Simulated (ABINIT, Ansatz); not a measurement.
**Li3SCl (Pm-3m): third-order response**

Aim: Raman and infrared lines of Li3SCl (Pm-3m).

Program: ABINIT 10.8.3. Level of theory: DFT LDA, scalar-relativistic, plane waves, PseudoDojo norm-conserving pseudopotentials. Results are calculated unless marked as measured.

The structure was built from a prototype and need not be the compound's stable phase.

## (1) Starting point

It takes space group Pm-3m (No. 221, cubic). The conventional cell has a = 4.473 Å, b = 4.473 Å, c = 4.473 Å, α = 90.00°, β = 90.00°, γ = 90.00°. Nearest to Cl lie 12 Li at 3.16 Å. S has 6 Li at 2.24 Å nearest. Nearest to Li lie 2 S at 2.24 Å. Farther neighbours and most contacts between anions are not listed.

## (2) Relaxation

The harmonic expansion needs vanishing forces, and a free crystal bears no stress, so cell and atoms are brought to rest. Stress is more sensitive to the basis than forces are: the last 3 Ha under the cutoff are smoothed with ecutsm, and the cutoff is raised above that of the later runs.

The starting cell comes from a relaxation made beforehand in Ansatz (LDA, PseudoDojo NC).

Contents of relax.abi:

```
# relaxation
ionmov 2
optcell 2
dilatmx 1.08
ntime 40
tolmxf 1.0d-05
tolvrs 1.0d-14
prtwf 0
prtden 0
chksymtnons 0

# basis, mesh and filling
ecut 41.0
ecutsm 3.0
ngkpt 4 4 4
nshiftk 1
shiftk 0.0 0.0 0.0
istwfk *1
occopt 1
nband 11
nstep 100
diemac 9.0
prtebands 0
prtgsr 0

# cell and atoms
acell 3*1.0 Angstrom
rprim 
    4.47331194 0.0 0.0
    0.0 4.47331194 0.0
    0.0 0.0 4.47331194
ntypat 3
znucl 17 16 3
natom 5
typat 1 2 3 3 3
xred 
    0.0 0.0 0.0
    0.5 0.5 0.5
    0.5 0.5 0.0
    0.5 0.0 0.5
    0.0 0.5 0.5
pp_dirpath "./pseudo"
pseudos "Cl.upf, S.upf, Li.upf"
```

Run with:

```sh
> OMP_NUM_THREADS=1 mpirun -n 4 abinit relax.abi > relax.log
```

Numbers of over 12 decimals in the logs are rounded to 6 here.

relax.abo, the main output file:

```text
[banners, grids, parts of the stress and lines that vanish by symmetry left out]
- input  file    -> relax.abi
- output file    -> relax.abo
- root for input  files -> relaxi
[...]
Symmetries : space group Pm -3 m (#221); Bravais cP (primitive cubic)
[...]
mpw =        9627          nfft =      157464          nkpt =          10
[...]
== DATASET  1 ==================================================================
[...]
cutoff_energies: {ecut:  41.0, pawecutdg:  -1.0, }
[...]
ETOT  1  -48.903730117470    -4.890E+01 7.888E-02 7.592E+02
 ETOT  2  -49.047254228712    -1.435E-01 4.120E-05 1.320E+02
 ETOT  3  -49.059839518552    -1.259E-02 2.720E-04 4.021E+00
 ETOT  4  -49.060087858174    -2.483E-04 7.341E-06 1.783E-01
 ETOT  5  -49.060096150949    -8.293E-06 1.961E-07 1.747E-02
[...]
At SCF step   12       vres2   =  5.72E-15 < tolvrs=  1.00E-14 =>converged.
[...]
sigma(1 1)= -1.04676790E-07  sigma(3 2)=  0.00000000E+00
  sigma(2 2)= -1.04676790E-07  sigma(3 1)=  0.00000000E+00
  sigma(3 3)= -1.04676790E-07  sigma(2 1)=  0.00000000E+00
[...]
convergence: {deltae: -1.720E-12, res2:  5.716E-15, residm:  4.377E-19, diffor: null, }
etotal    :  -4.90600973E+01
[...]
ETOT  1  -49.060097299742    -4.906E+01 5.178E-16 2.201E-06
[...]
ETOT  6  -49.060097299957     2.473E-12 1.673E-17 4.915E-12
 ETOT  7  -49.060097299959    -2.139E-12 1.175E-17 6.285E-15
 At SCF step    7       vres2   =  6.28E-15 < tolvrs=  1.00E-14 =>converged.
[...]
sigma(1 1)= -9.41057298E-08  sigma(3 2)=  0.00000000E+00
  sigma(2 2)= -9.41057298E-08  sigma(3 1)=  0.00000000E+00
  sigma(3 3)= -9.41057298E-08  sigma(2 1)=  0.00000000E+00
[...]
convergence: {deltae: -2.139E-12, res2:  6.285E-15, residm:  1.175E-17, diffor: null, }
etotal    :  -4.90600973E+01
[...]
At Broyd/MD step   2, gradients are converged :
[...]
sigma(1 1)= -9.41057298E-08  sigma(3 2)=  0.00000000E+00
  sigma(2 2)= -9.41057298E-08  sigma(3 1)=  0.00000000E+00
  sigma(3 3)= -9.41057298E-08  sigma(2 1)=  0.00000000E+00
[...]
- sigma(1 1)= -2.76868616E-03  sigma(3 2)=  0.00000000E+00
- sigma(2 2)= -2.76868616E-03  sigma(3 1)=  0.00000000E+00
- sigma(3 3)= -2.76868616E-03  sigma(2 1)=  0.00000000E+00
[...]
fcart     -0.0000000000E+00 -0.0000000000E+00 -0.0000000000E+00
           strten     -9.4105729844E-08 -9.4105729843E-08 -9.4105729843E-08
================================================================================

[key lines of the parts left out:]
pressure_GPa:   2.7687E-03
Total energy (etotal) [Ha]= -4.90600972999593E+01
```

Run time: 37 s. Hardware: 4 MPI ranks of Intel Xeon at 2.70GHz, shared host.

Little changed from the start: no atom moved by 0.005 Å and no cell edge by 0.1 %.

Numbers from this step:

```yaml
volume_per_atom: 17.90 Å³
pressure: 0.002769 GPa
```

## (3) Self-consistent run for the response

First-order wavefunctions inherit every error of the ground state, hence the very tight tolvrs. The mesh is shifted off Γ, since shifted meshes converge sums over the zone faster.

Contents of gs.abi:

```
# ground state
tolvrs 1.0d-16
prtden 1
prtwf 1

# basis, mesh and filling
ecut 33.0
ngkpt 4 4 4
nshiftk 1
shiftk 0.5 0.5 0.5
istwfk *1
occopt 1
nband 11
nstep 100
diemac 9.0
prtebands 0
prtgsr 0

# cell and atoms
acell 3*1.0 Angstrom
rprim 
    4.473325991 0.0 0.0
    0.0 4.473325991 0.0
    0.0 0.0 4.473325991
ntypat 3
znucl 17 16 3
natom 5
typat 1 2 3 3 3
xred 
    0.0 0.0 0.0
    0.5 0.5 0.5
    0.5 0.5 0.0
    0.5 0.0 0.5
    0.0 0.5 0.5
pp_dirpath "./pseudo"
pseudos "Cl.upf, S.upf, Li.upf"
```

Run with:

```sh
> OMP_NUM_THREADS=1 mpirun -n 4 abinit gs.abi > gs.log
```

gs.abo, the main output file:

```text
[banners, grids, parts of the stress and lines that vanish by symmetry left out]
- input  file    -> gs.abi
- output file    -> gs.abo
- root for input  files -> gsi
[...]
Symmetries : space group Pm -3 m (#221); Bravais cP (primitive cubic)
[...]
mpw =        5490          nfft =       91125          nkpt =           4
[...]
== DATASET  1 ==================================================================
[...]
cutoff_energies: {ecut:  33.0, pawecutdg:  -1.0, }
[...]
ETOT  1  -48.978559885352    -4.898E+01 5.045E-02 3.830E+02
 ETOT  2  -49.051758006047    -7.320E-02 1.025E-06 4.034E+01
 ETOT  3  -49.059554485504    -7.796E-03 1.016E-04 2.924E+00
 ETOT  4  -49.059810443000    -2.560E-04 1.300E-05 6.109E-02
 ETOT  5  -49.059822651792    -1.221E-05 2.196E-08 8.396E-03
[...]
ETOT 12  -49.059823510458    -2.544E-12 5.138E-19 9.324E-15
 ETOT 13  -49.059823510461    -2.913E-12 4.216E-20 3.721E-17
 At SCF step   13       vres2   =  3.72E-17 < tolvrs=  1.00E-16 =>converged.
[...]
sigma(1 1)=  6.74190565E-06  sigma(3 2)=  0.00000000E+00
  sigma(2 2)=  6.74190565E-06  sigma(3 1)=  0.00000000E+00
  sigma(3 3)=  6.74190565E-06  sigma(2 1)=  0.00000000E+00
[...]
convergence: {deltae: -2.913E-12, res2:  3.721E-17, residm:  4.216E-20, diffor: null, }
etotal    :  -4.90598235E+01
[...]
sigma(1 1)=  6.74190565E-06  sigma(3 2)=  0.00000000E+00
  sigma(2 2)=  6.74190565E-06  sigma(3 1)=  0.00000000E+00
  sigma(3 3)=  6.74190565E-06  sigma(2 1)=  0.00000000E+00
[...]
- sigma(1 1)=  1.98353712E-01  sigma(3 2)=  0.00000000E+00
- sigma(2 2)=  1.98353712E-01  sigma(3 1)=  0.00000000E+00
- sigma(3 3)=  1.98353712E-01  sigma(2 1)=  0.00000000E+00
[...]
fcart     -0.0000000000E+00 -0.0000000000E+00 -0.0000000000E+00
           strten      6.7419056460E-06  6.7419056460E-06  6.7419056460E-06
================================================================================

[key lines of the parts left out:]
pressure_GPa:  -1.9835E-01
```

Wall time 9.2 s (4 MPI ranks); 36 s of CPU time.

Read from the output:

* pressure: -0.1984 GPa

The cell stands at -0.20 GPa: the relaxation ran with a smoothed and higher cutoff and on another k mesh.

## (4) The gap at rest

Empty bands on the ground state's density check that the gap assumed so far is there in this cell.

Contents of gap.abi:

```
# empty bands on the ground state's density
iscf -2
getden_filepath "gso_DEN"
tolwfr 1.0d-12
nbdbuf 2
prtwf 0

# basis, mesh and filling
ecut 33.0
ngkpt 4 4 4
nshiftk 1
shiftk 0.0 0.0 0.0
istwfk *1
occopt 1
nband 15
nstep 100
diemac 9.0
prtebands 0
prtgsr 0

# cell and atoms
acell 3*1.0 Angstrom
rprim 
    4.473325991 0.0 0.0
    0.0 4.473325991 0.0
    0.0 0.0 4.473325991
ntypat 3
znucl 17 16 3
natom 5
typat 1 2 3 3 3
xred 
    0.0 0.0 0.0
    0.5 0.5 0.5
    0.5 0.5 0.0
    0.5 0.0 0.5
    0.0 0.5 0.5
pp_dirpath "./pseudo"
pseudos "Cl.upf, S.upf, Li.upf"
```

Run with:

```sh
> OMP_NUM_THREADS=1 mpirun -n 4 abinit gap.abi > gap.log
```

gap.abo, the main output file:

```text
[banners, grids, parts of the stress and lines that vanish by symmetry left out]
- input  file    -> gap.abi
- output file    -> gap.abo
- root for input  files -> gapi
[...]
Symmetries : space group Pm -3 m (#221); Bravais cP (primitive cubic)
[...]
mpw =        5520          nfft =       91125          nkpt =          10
[...]
== DATASET  1 ==================================================================
[...]
cutoff_energies: {ecut:  33.0, pawecutdg:  -1.0, }
[...]
-outvars: echo values of variables after computation
            acell      1.8897261259E+00  1.8897261259E+00  1.8897261259E+00 Bohr
================================================================================
```

Run time: 11 s. Hardware: 4 MPI ranks; 42 s of CPU time.

This step gave:

```
gap on the k-mesh : 3.803 eV
```

In this cell the gap on the mesh is 3.8 eV, direct, so fixed occupations hold.

## (5) Zone-centre response

The derivative of the wavefunctions by k comes first, since the response to a field is built on it; then the field and the displacements that symmetry doesn't supply are solved at q = 0. By the 2n+1 theorem the first-order wavefunctions also give third derivatives: Raman tensors and the non-linear susceptibility.

It reads the wavefunctions written in step 3.

Contents of dfpt_gamma.abi:

```
ndtset 3

# common to the responses
getwfk_filepath "gso_WFK"
kptopt 2
nqpt 1
qpt 0.0 0.0 0.0
asr 0
chneut 0

# d/dk
rfelfd1 2
rfdir1 1 1 1
iscf1 -3
tolwfr1 1.0d-20

# displacements, field
rfphon2 1
rfatpol2 1 5
rfdir2 1 1 1
rfelfd2 3
getddk2 1
tolvrs2 1.0d-10
prepanl2 1
prtden2 1

# third order
optdriver3 5
getden_filepath3 "gso_DEN"
get1den3 2
get1wf3 2
getddk3 1
d3e_pert1_elfd3 1
d3e_pert1_phon3 1
d3e_pert1_atpol3 1 5
d3e_pert1_dir3 1 1 1
d3e_pert2_elfd3 1
d3e_pert2_dir3 1 1 1
d3e_pert3_elfd3 1
d3e_pert3_dir3 1 1 1
usepead3 1
tolvrs3 1.0d-10

# basis, mesh and filling
ecut 33.0
ngkpt 4 4 4
nshiftk 1
shiftk 0.5 0.5 0.5
istwfk *1
occopt 1
nband 11
nstep 100
diemac 9.0
prtebands 0
prtgsr 0

# cell and atoms
acell 3*1.0 Angstrom
rprim 
    4.473325991 0.0 0.0
    0.0 4.473325991 0.0
    0.0 0.0 4.473325991
ntypat 3
znucl 17 16 3
natom 5
typat 1 2 3 3 3
xred 
    0.0 0.0 0.0
    0.5 0.5 0.5
    0.5 0.5 0.0
    0.5 0.0 0.5
    0.0 0.5 0.5
pp_dirpath "./pseudo"
pseudos "Cl.upf, S.upf, Li.upf"
```

Run with:

```sh
> OMP_NUM_THREADS=1 mpirun -n 4 abinit dfpt_gamma.abi > dfpt_gamma.log
```

dfpt_gamma.abo, the main output file:

```text
[banners, grids, parts of the stress and lines that vanish by symmetry left out]
- input  file    -> dfpt_gamma.abi
- output file    -> dfpt_gamma.abo
- root for input  files -> dfpt_gammai
[...]
DATASET    1 : space group Pm -3 m (#221); Bravais cP (primitive cubic)
[...]
nfft =       91125          nkpt =          32
[...]
DATASET    2 : space group Pm -3 m (#221); Bravais cP (primitive cubic)
[...]
nfft =       91125          nkpt =          32
[...]
DATASET    3 : space group Pm -3 m (#221); Bravais cP (primitive cubic)
[...]
mpw =        5490          nfft =       91125          nkpt =          32
[...]
== DATASET  1 ==================================================================
[...]
cutoff_energies: {ecut:  33.0, pawecutdg:  -1.0, }
[...]
-  3.00000   3.00000  180309                  znucl, zion, pspdat
[...]
Perturbation : derivative vs k along direction   1
[...]
-ETOT  1  -11.915349915951     -1.192E+01 2.752E-02 0.000E+00
 ETOT  2  -11.934520306826     -1.917E-02 1.395E-04 0.000E+00
 ETOT  3  -11.934592583448     -7.228E-05 6.508E-07 0.000E+00
 ETOT  4  -11.934592939461     -3.560E-07 4.828E-09 0.000E+00
 ETOT  5  -11.934592941424     -1.963E-09 3.053E-11 0.000E+00
[...]
At SCF step   10   max residual=  9.92E-21 < tolwfr=  1.00E-20 =>converged.
[...]
Perturbation : derivative vs k along direction   2
[...]
-ETOT  1  -11.915175264887     -1.192E+01 2.387E-02 0.000E+00
[...]
At SCF step   10   max residual=  9.92E-21 < tolwfr=  1.00E-20 =>converged.
[...]
Perturbation : derivative vs k along direction   3
[...]
-ETOT  1  -11.915349845058     -1.192E+01 2.752E-02 0.000E+00
[...]
At SCF step   10   max residual=  9.92E-21 < tolwfr=  1.00E-20 =>converged.
[...]
1        1       0.9553149597    0.0000000000
     1        2       0.0000000000    0.0000000000
     1        3       0.0000000000    0.0000000000
     2        1       0.0000000000    0.0000000000
     2        2       0.9553149597   -0.0000000000
     2        3       0.0000000000    0.0000000000
     3        1       0.0000000000    0.0000000000
     3        2       0.0000000000    0.0000000000
     3        3       0.9553149596    0.0000000000
[...]
== DATASET  2 ==================================================================
[...]
cutoff_energies: {ecut:  33.0, pawecutdg:  -1.0, }
[...]
Perturbation : displacement of atom   1   along direction   1
[...]
-ETOT  1  0.832833     -8.800E+02 2.430E+00 1.112E+03
[...]
At SCF step   10       vres2   =  2.66E-11 < tolvrs=  1.00E-10 =>converged.
[...]
Perturbation : displacement of atom   2   along direction   1
[...]
-ETOT  1   8.523862     -5.249E+02 1.751E+00 8.301E+03
[...]
At SCF step   10       vres2   =  9.55E-12 < tolvrs=  1.00E-10 =>converged.
[...]
Perturbation : displacement of atom   3   along direction   1
[...]
-ETOT  1  0.345435     -2.447E+03 2.353E+01 6.635E+02
[...]
At SCF step   10       vres2   =  1.03E-11 < tolvrs=  1.00E-10 =>converged.
[...]
Perturbation : displacement of atom   3   along direction   3
[...]
-ETOT  1   7.489925     -2.428E+03 2.161E+01 3.200E+03
[...]
At SCF step   10       vres2   =  9.48E-12 < tolvrs=  1.00E-10 =>converged.
[...]
Perturbation : homogeneous electric field along direction   1
[...]
-ETOT  1  -53.344934293046     -5.334E+01 2.666E-01 2.555E+04
[...]
At SCF step   10       vres2   =  5.54E-11 < tolvrs=  1.00E-10 =>converged.
[...]
Perturbation : homogeneous electric field along direction   2
[...]
-ETOT  1  -53.337633883002     -5.334E+01 2.666E-01 2.556E+04
[...]
At SCF step   10       vres2   =  5.82E-11 < tolvrs=  1.00E-10 =>converged.
[...]
Perturbation : homogeneous electric field along direction   3
[...]
-ETOT  1  -53.344930815896     -5.334E+01 2.666E-01 2.555E+04
[...]
ETOT  9  -63.062992002472     -1.183E-10 3.973E-13 1.763E-09
 ETOT 10  -63.062992002473     -8.882E-13 2.280E-15 5.539E-11
 At SCF step   10       vres2   =  5.54E-11 < tolvrs=  1.00E-10 =>converged.
[...]
Dielectric tensor, in cartesian coordinates,
[...]
1    7   1    7         3.3746263680        -0.0000000000
   1    7   2    7        -0.0000000000        -0.0000000000
   1    7   3    7        -0.0000000000        -0.0000000000
   2    7   1    7        -0.0000000000        -0.0000000000
   2    7   2    7         3.3746263680        -0.0000000000
   2    7   3    7        -0.0000000000        -0.0000000000
   3    7   1    7        -0.0000000000        -0.0000000000
   3    7   2    7        -0.0000000000        -0.0000000000
   3    7   3    7         3.3746263680        -0.0000000000
  Effective charges, in cartesian coordinates,
[...]
1    1   1    7        -1.5069626164         0.0000000000
   2    1   1    7         0.0000000000         0.0000000000
   3    1   1    7         0.0000000000         0.0000000000
   1    2   1    7        -1.6764045789         0.0000000000
   2    2   1    7         0.0000000000         0.0000000000
[...]
Effective charges, in cartesian coordinates,
[...]
2    7   1    5         0.0000000000         0.0000000000
   3    7   1    5         0.0000000000         0.0000000000
   1    7   2    5         0.0000000000         0.0000000000
   2    7   2    5         0.9879792104         0.0000000000
   3    7   2    5         0.0000000000         0.0000000000
   1    7   3    5         0.0000000000         0.0000000000
   2    7   3    5         0.0000000000         0.0000000000
   3    7   3    5         0.9879792104         0.0000000000
  Phonon wavevector (reduced coordinates) :  0.00000  0.00000  0.00000
 Phonon energies in Hartree :
[...]
Phonon frequencies in cm-1    :
- -1.612157E+02 -1.612157E+02 -1.612157E+02 -1.452538E+02 -1.452538E+02
- -1.452538E+02  4.870496E-01  4.870498E-01  4.870505E-01  1.633476E+02
-  1.633476E+02  1.633476E+02  6.175638E+02  6.175638E+02  6.175638E+02
  Phonon at Gamma, with non-analyticity in the
[...]
Phonon energies in Hartree :
[...]
Phonon frequencies in cm-1    :
- -1.612157E+02 -1.612157E+02 -1.452538E+02 -1.452538E+02 -1.452538E+02
-  4.533978E-01  4.870496E-01  4.870498E-01  1.258226E+02  1.633476E+02
-  1.633476E+02  2.010790E+02  6.175638E+02  6.175638E+02  6.563497E+02
  Phonon at Gamma, with non-analyticity in the
[...]
Phonon energies in Hartree :
[...]
Phonon frequencies in cm-1    :
- -1.612157E+02 -1.612157E+02 -1.452538E+02 -1.452538E+02 -1.452538E+02
-  4.533970E-01  4.870496E-01  4.870505E-01  1.258226E+02  1.633476E+02
-  1.633476E+02  2.010790E+02  6.175638E+02  6.175638E+02  6.563497E+02
  Phonon at Gamma, with non-analyticity in the
[...]
Phonon energies in Hartree :
[...]
Phonon frequencies in cm-1    :
- -1.612157E+02 -1.612157E+02 -1.452538E+02 -1.452538E+02 -1.452538E+02
-  4.533968E-01  4.870498E-01  4.870505E-01  1.258226E+02  1.633476E+02
-  1.633476E+02  2.010790E+02  6.175638E+02  6.175638E+02  6.563497E+02
[...]
== DATASET  3 ==================================================================
[...]
cutoff_energies: {ecut:  33.0, pawecutdg:  -1.0, }
[...]
1          1       -0.000000000       -0.000000000       -0.000000000
[...]
1          2       -0.000000000       -0.000000000       -0.000000000
[...]
1          3       -0.000000000       -0.000000000       -0.000000000
[...]
2          1       -0.000000000       -0.000000000       -0.000000000
[...]
2          2       -0.000000000       -0.000000000       -0.000000000
[...]
2          3       -0.000000000       -0.000000000       -0.000000000
[...]
3          1       -0.000000000       -0.000000000       -0.000000000
[...]
3          2       -0.000000000       -0.000000000       -0.000000000
[...]
3          3       -0.000000000       -0.000000000       -0.000000000
[...]
4          1       -0.000000000       -0.000000000       -0.000000000
[...]
4          2       -0.000000000       -0.000000000       -0.000000000
[...]
4          3       -0.000000000       -0.000000000       -0.000000000
[...]
5          1       -0.000000000       -0.000000000       -0.000000000
[...]
5          2       -0.000000000       -0.000000000       -0.000000000
[...]
5          3       -0.000000000       -0.000000000       -0.000000000
[...]
strten2     0.0000000000E+00  0.0000000000E+00  0.0000000000E+00
           strten3     0.0000000000E+00  0.0000000000E+00  0.0000000000E+00
================================================================================
```

The job ended after 4.4 min (4 MPI ranks; 17 min of CPU time).

Read from the output:

* miss of the charge sum rule: 0.004286 e
* largest acoustic frequency at the zone centre before the sum rule: 0.49 cm⁻¹
* highest optical zone-centre mode (no LO-TO term): 617.6 cm⁻¹
* lowest optical zone-centre mode: -161.2 cm⁻¹
* mean high-frequency dielectric constant: 3.375
* largest Born charge in size (third of the trace): 1.676 e

Born charge (rows field, columns displacement), before the sum rule (e), principal values of the symmetric part by kind of site:

| atom | atoms with these values | low | middle | high | mean |
| --- | --- | --- | --- | --- | --- |
| Cl1 | 1 | -1.51 | -1.51 | -1.51 | -1.51 |
| S2 | 1 | -1.68 | -1.68 | -1.68 | -1.68 |
| Li3 | 3 | 0.99 | 0.99 | 1.21 | 1.06 |

In full for Li3:

```
0.99 0.00 0.00
0.00 0.99 0.00
0.00 0.00 1.21
```

High-frequency dielectric tensor:

```
3.37 0.00 0.00
0.00 3.37 0.00
0.00 0.00 3.37
```

The acoustic modes at Γ come out as far as 0.5 cm⁻¹ from zero, where they should vanish, a small numerical error; the Born charges miss their sum rule by 0.0043 e, which is good. The lowest optical mode is imaginary, 161i cm⁻¹, an instability at this level and on this k mesh.

(Continued in part 2 of 2.)

[Host names and launcher messages were left out of these logs when they were recorded.]

[Logs are printed without paths, hosts, clocks, repeated set-up lines and the standing remarks that a program may print on its own settings, such as how far it seeks lower states.]

[Hosts, paths, dates, database ids (printed as entryN), source tags and the programs' standing remarks are cut or masked in the printed files.]
